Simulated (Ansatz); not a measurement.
# Decaying states in the gap of Cs2CaBr2Cl2, part 3 of 3

Aim: relax a made-up compound, Cs2CaBr2Cl2, and see how good a tunnel barrier it would be. It is built by putting Br for I, Ca for Pb in the Cs2PbI2Cl2 structure of space group I4/mmm, with the volume rescaled by atomic radii. The parent structure comes from the Materials Project.

Ansatz 0.2.0; PBE DFT, plane waves, PAW files (the session's first sound run).

So far, gap on the k-mesh (eV): step 3 (band edges) 4.65; step 4 (complex bands, plane (001)) 4.65.

The structure was built from a prototype and need not be the compound's stable phase.

## (6) Band edges at another level

This step: PBEsol DFT, plane waves, PAW files (Ansatz 0.2.0).

The edges again with PBEsol, at the same atoms.

Input file input.yaml:

```yaml
crystal:
  lattice:
    - [-2.7277540709, 2.7277540709, 9.1862755171]
    - [2.7277540709, -2.7277540709, 9.1862755171]
    - [2.7277540709, 2.7277540709, -9.1862755171]
  atoms:
    - { symbol: Cs, position: [0.3591734893, 0.3591734893, 0.0] }
    - { symbol: Cs, position: [0.6408265107, 0.6408265107, 0.0] }
    - { symbol: Ca, position: [0.0, 0.0, 0.0] }
    - { symbol: Br, position: [0.15889691, 0.15889691, 0.0] }
    - { symbol: Br, position: [0.84110309, 0.84110309, 0.0] }
    - { symbol: Cl, position: [0.5, 0.0, 0.5] }
    - { symbol: Cl, position: [0.0, 0.5, 0.5] }
kpoints:
  mp_grid: { grid: [6, 6, 6] }
  band_path: { path: [VBM, CBM], npoints: 30 }
scf:
  occupations: { method: fixed }
hamiltonian:
  xc: pbesol
output:
  eigenvalues: true
```

Launch:

```sh
ansatz run input.yaml --threads 2 --pin off --max-ram 4096MiB --backend cpu --events-out ev --progress --plain --runs-dir out
```

Numbers of over 12 decimals in the logs are rounded to 6 here.

The log of the run:

```text
[...]
Crystal: 7 atoms, lattice volume = 273.407 Å³
Basis set: ecut = 420 eV, 5295 PW (Γ), FFT grids on a1+a3, a2+a3, a3
Bands: 35, of which v1, the nominal top of the filled ones, is band 28 counted from 1 (27 counted from 0)
Symmetry: 16 space group operations
[...]
k-points: 30 of 216
[...]
SCF iter   1: F=—  HF=-20574.503312 eV  |F-HF|=—  |Δ(HF+E_count)|=         —  Δρ=2.39e-3  dr2=2.49e-2  ethr=1.77e-3  ⟨swp⟩=7.1  Hψ=4801  notcnv=0  defer=136
[...]
SCF iter   6: F=-20574.496477 eV  HF=-20574.496476 eV  |F-HF|=1.51e-7  |Δ(HF+E_count)|=   2.35e-6  Δρ=4.27e-6  dr2=7.66e-8  ethr=1.79e-10  ⟨swp⟩=17.7  Hψ=6627  notcnv=0
SCF 1 converged in 6 iterations: F = -20574.496477 eV  dr2 = 7.66e-8
[...]
SCF converged after 6 iterations
Free energy (F): -20574.496477 eV
[...]
Internal energy: -20574.496477 eV  (E = F + TS)
E sigma→0 (E₀):  -20574.496477 eV
Fermi energy:    1.514447 eV
[...]
--- Band table (eV; the first three rows and the last of 30) ---
  k-point 0: bands = [... 24 lower, 1.2703, 1.3916, 1.4650, 1.4650, 6.0325, 6.5587, 6.8320, 6.8320, ... 3 higher]
  k-point 1: bands = [... 24 lower, 1.2303, 1.3116, 1.3880, 1.4240, 6.6345, 6.9338, 6.9542, 7.1047, ... 3 higher]
  k-point 2: bands = [... 24 lower, 1.1280, 1.3466, 1.3653, 1.3949, 7.3005, 7.4551, 7.6115, 7.6615, ... 3 higher]
  k-point 29: bands = [... 24 lower, 1.3360, 1.3360, 1.3915, 1.3915, 6.5679, 6.7847, 7.0418, 7.0555, ... 3 higher]
```

Run time: 21 s. Hardware: 2 threads of Arm Neoverse V2, shared host; peak memory 0.6 GiB.

Numbers from this step:

```yaml
free_energy: -20574.4965 eV
fermi_energy: 1.514 eV
gap_on_the_k_mesh: 4.518 eV
gap_on_path: 4.518 eV, by band count; negative where bands overlap
direct_gap_on_path: 4.567 eV
```

The electronic bands at the labelled points (eV, zero at the Fermi level (highest filled level under fixed occupations); v1 is the highest filled band, c1 the lowest empty one):

| point | v4 | v3 | v2 | v1 | c1 | c2 | c3 | c4 |
| --- | --- | --- | --- | --- | --- | --- | --- | --- |
| VBM | -0.30 | -0.17 | -0.16 | 0.00 | 5.87 | 5.99 | 6.44 | 6.51 |
| halfway | -0.39 | -0.18 | -0.14 | -0.12 | 5.59 | 5.62 | 5.77 | 5.85 |
| CBM | -0.24 | -0.12 | -0.05 | -0.05 | 4.52 | 5.04 | 5.32 | 5.32 |

The searched edges give 4.52 eV, as on the mesh.

For the gap on the k-mesh, step 3 gave 4.65 eV; this run, with PBEsol, gives 4.52 eV.

## (7) Complex bands at another level

This step: PBEsol DFT, plane waves, PAW files; complex bands by layer matching along the plane's normal (Ansatz 0.2.0).

The complex bands at that level, over its own gap, at (0, 0) and (-0.5, -0.5).

Input file input.yaml:

```yaml
crystal:
  lattice:
    - [5.455508142, 0.0, 0.0]
    - [0.0, 5.455508142, 0.0]
    - [2.727754071, 2.727754071, 9.186275517]
  atoms:
    - { symbol: Cs, position: [0.6408265107, 0.6408265107, 0.7183469786] }
    - { symbol: Cs, position: [0.3591734893, 0.3591734893, 0.2816530214] }
    - { symbol: Ca, position: [0.0, 0.0, 0.0] }
    - { symbol: Br, position: [0.84110309, 0.84110309, 0.31779382] }
    - { symbol: Br, position: [0.15889691, 0.15889691, 0.68220618] }
    - { symbol: Cl, position: [0.0, 0.5, 0.0] }
    - { symbol: Cl, position: [0.5, 0.0, 0.0] }
kpoints:
  mp_grid: { grid: [6, 6, 6] }
scf:
  occupations: { method: fixed }
hamiltonian:
  xc: pbesol
output:
  eigenvalues: true
  transmission:
    leads: [[0, 0]]
    kpoints: [[0.0, 0.0], [-0.5, -0.5]]
    e_range: [-1.0, 5.52]
    de: 0.11
```

The log of the run:

```text
[...]
Crystal: 7 atoms, lattice volume = 273.407 Å³
Basis set: ecut = 420 eV, 5295 PW (Γ)
Bands: 35, of which v1, the nominal top of the filled ones, is band 28 counted from 1 (27 counted from 0)
Symmetry: 16 space group operations
[...]
k-points: 30 of 216
[...]
SCF iter   1: F=—  HF=-20574.503318 eV  |F-HF|=—  |Δ(HF+E_count)|=         —  Δρ=2.39e-3  dr2=2.49e-2  ethr=1.77e-3  ⟨swp⟩=7.3  Hψ=4811  notcnv=0  defer=139
[...]
SCF iter   6: F=-20574.496477 eV  HF=-20574.496476 eV  |F-HF|=1.49e-7  |Δ(HF+E_count)|=   2.37e-6  Δρ=4.20e-6  dr2=7.35e-8  ethr=1.79e-10  ⟨swp⟩=17.8  Hψ=6710  notcnv=0
SCF 1 converged in 6 iterations: F = -20574.496477 eV  dr2 = 7.35e-8
[...]
transmission: 14 of 28 steps passed
transmission: 28 of 28 steps passed
SCF converged after 6 iterations
Free energy (F): -20574.496477 eV
[...]
Internal energy: -20574.496477 eV  (E = F + TS)
E sigma→0 (E₀):  -20574.496477 eV
Fermi energy:    1.514444 eV
[...]
--- Band table (eV; the first three rows and the last of 30) ---
  k-point 0: bands = [... 24 lower, 1.2703, 1.3916, 1.4650, 1.4650, 6.0324, 6.5587, 6.8320, 6.8320, ... 3 higher]
  k-point 1: bands = [... 24 lower, 1.2816, 1.3290, 1.4518, 1.4518, 6.1581, 6.5610, 6.8822, 6.8822, ... 3 higher]
  k-point 2: bands = [... 24 lower, 1.3111, 1.3111, 1.4184, 1.4184, 6.4761, 6.5656, 6.9931, 6.9931, ... 3 higher]
  k-point 29: bands = [... 24 lower, 1.2316, 1.2780, 1.4270, 1.4901, 7.4140, 7.4753, 7.9743, 8.0790, ... 3 higher]
--- Transmission ---
  basis      : 261 plane waves across, 14 finite elements along
  points     : 2, as listed
[...]
channels       : 0.000000e0 a spin
[...]
slowest decay  : 0.3339 /Å at (0.0000, 0.0000)
```

Run time: 91 s. Hardware: 2 threads; peak memory 1.1 GiB; 2.5 min of CPU time.

This step gave:

| Quantity | Value |
| --- | --- |
| level to which the leads are filled | 2.259 eV from the Fermi level |
| decay constant at the filling level, zone centre | 0.3339 Å⁻¹ |
| decay constant at the filling level, slowest listed point | 0.3339 Å⁻¹ |

K parallel (0, 0); values up to 1.5 1/Å, a degenerate pair printed once or twice; energies at which all values exceed this have no row. Table of Im kz of the slowest decaying states by energy, zero at the highest filled level on the SCF mesh:

| energy (eV) | decay 1 (Å⁻¹) | decay 2 (Å⁻¹) | decay 3 (Å⁻¹) | decay 4 (Å⁻¹) |
| --- | --- | --- | --- | --- |
| -1.00 | 0.208 | 0.243 | 0.471 | 0.574 |
| -0.67 | 0.152 | 0.300 | 0.414 | 0.565 |
| -0.34 | 0.290 | 0.376 | 0.543 | 0.814 |
| -0.01 | 0.138 | 0.183 | 0.416 | 0.589 |
| 0.32 | 0.241 | 0.425 | 0.440 | 0.653 |
| 0.65 | 0.287 | 0.455 | 0.493 | 0.696 |
| 0.98 | 0.314 | 0.464 | 0.526 | 0.724 |
| 1.31 | 0.330 | 0.468 | 0.542 | 0.743 |
| 1.64 | 0.337 | 0.469 | 0.548 | 0.755 |
| 1.97 | 0.338 | 0.467 | 0.547 | 0.752 |
| 2.30 | 0.334 | 0.462 | 0.540 | 0.727 |
| 2.52 | 0.328 | 0.458 | 0.533 | 0.708 |
| 2.85 | 0.315 | 0.449 | 0.518 | 0.677 |
| 3.18 | 0.296 | 0.438 | 0.499 | 0.643 |
| 3.51 | 0.270 | 0.424 | 0.474 | 0.605 |
| 3.84 | 0.232 | 0.409 | 0.444 | 0.561 |
| 4.17 | 0.175 | 0.390 | 0.407 | 0.512 |
| 4.50 | 0.0420 | 0.359 | 0.369 | 0.455 |
| 4.83 | 0.294 | 0.343 | 0.386 | 0.445 |
| 5.16 | 0.183 | 0.295 | 0.313 | 0.389 |
| 5.49 | 0.0238 | 0.145 | 0.274 | 0.327 |

K parallel (-0.5, -0.5); values up to 1.5 1/Å, a degenerate pair printed once or twice; energies at which all values exceed this have no row. The Im kz of the slowest decaying states by energy, zero at the highest filled level on the SCF mesh:

| energy (eV) | decay 1 (Å⁻¹) | decay 2 (Å⁻¹) | decay 3 (Å⁻¹) | decay 4 (Å⁻¹) |
| --- | --- | --- | --- | --- |
| -1.000 | 0.311 | 0.516 | 0.903 | 1.26 |
| -0.450 | 0.194 | 0.350 | 0.880 | 1.23 |
| -0.010 | 0.359 | 0.971 | 1.21 | 1.26 |
| 0.540 | 0.404 | 0.428 | 1.01 | 1.17 |
| 0.980 | 0.458 | 0.475 | 1.02 | 1.13 |
| 1.530 | 0.482 | 0.518 | 1.02 | 1.08 |
| 1.970 | 0.494 | 0.533 | 1.00 | 1.03 |
| 2.520 | 0.502 | 0.537 | 0.969 | 0.972 |
| 2.960 | 0.504 | 0.530 | 0.918 | 0.932 |
| 3.510 | 0.501 | 0.511 | 0.844 | 0.874 |
| 3.950 | 0.487 | 0.496 | 0.778 | 0.821 |
| 4.500 | 0.444 | 0.486 | 0.685 | 0.746 |
| 5.050 | 0.377 | 0.479 | 0.568 | 0.658 |

At the listed wavevectors the last open channel is at -0.01 eV and the next at +4.61 eV on the grid. At +2.30 eV, the grid energy nearest the filling level (the middle of the gap on the SCF mesh), the slowest state at the listed wavevectors decays with κ = 0.334 Å⁻¹, its amplitude falling by e over 3.0 Å; the first such run, plane (001), gave 0.343 Å⁻¹.

## (8) Summary of results

```json
{
 "band gap": "4.65 eV",
 "least decay constant at mid-gap, normal to (001)": "0.343 Å⁻¹",
 "least decay constant on a mesh, normal to (001)": "0.342 Å⁻¹",
 "least decay constant, PBEsol": "0.334 Å⁻¹"
}
```

**Reading.** With PBE, the slowest decay at the wavevectors tried is κ = 0.343 Å⁻¹, normal to (001). Through such a film the transmission near mid-gap falls as exp(−2κd), a factor of ten every 3.4 Å. A free electron under a barrier of half the gap would need a mass of 0.19 mₑ to decay at this rate. With PBEsol the gap goes from 4.65 to 4.52 eV and the decay constant, over the first 2 listed wavevectors, from 0.343 to 0.334 Å⁻¹. The compound is made up by substitution; its stability against other phases and against distortions of the cell's symmetry was not tested. A semilocal functional narrows gaps, so real decay constants are likely larger.

[Logs are printed without paths, hosts, clocks, repeated set-up lines and the standing remarks that a program may print on its own settings, such as how far it seeks lower states.]

[Hosts, paths, dates, database ids (printed as entryN), source tags and the programs' standing remarks are cut or masked in the printed files.]
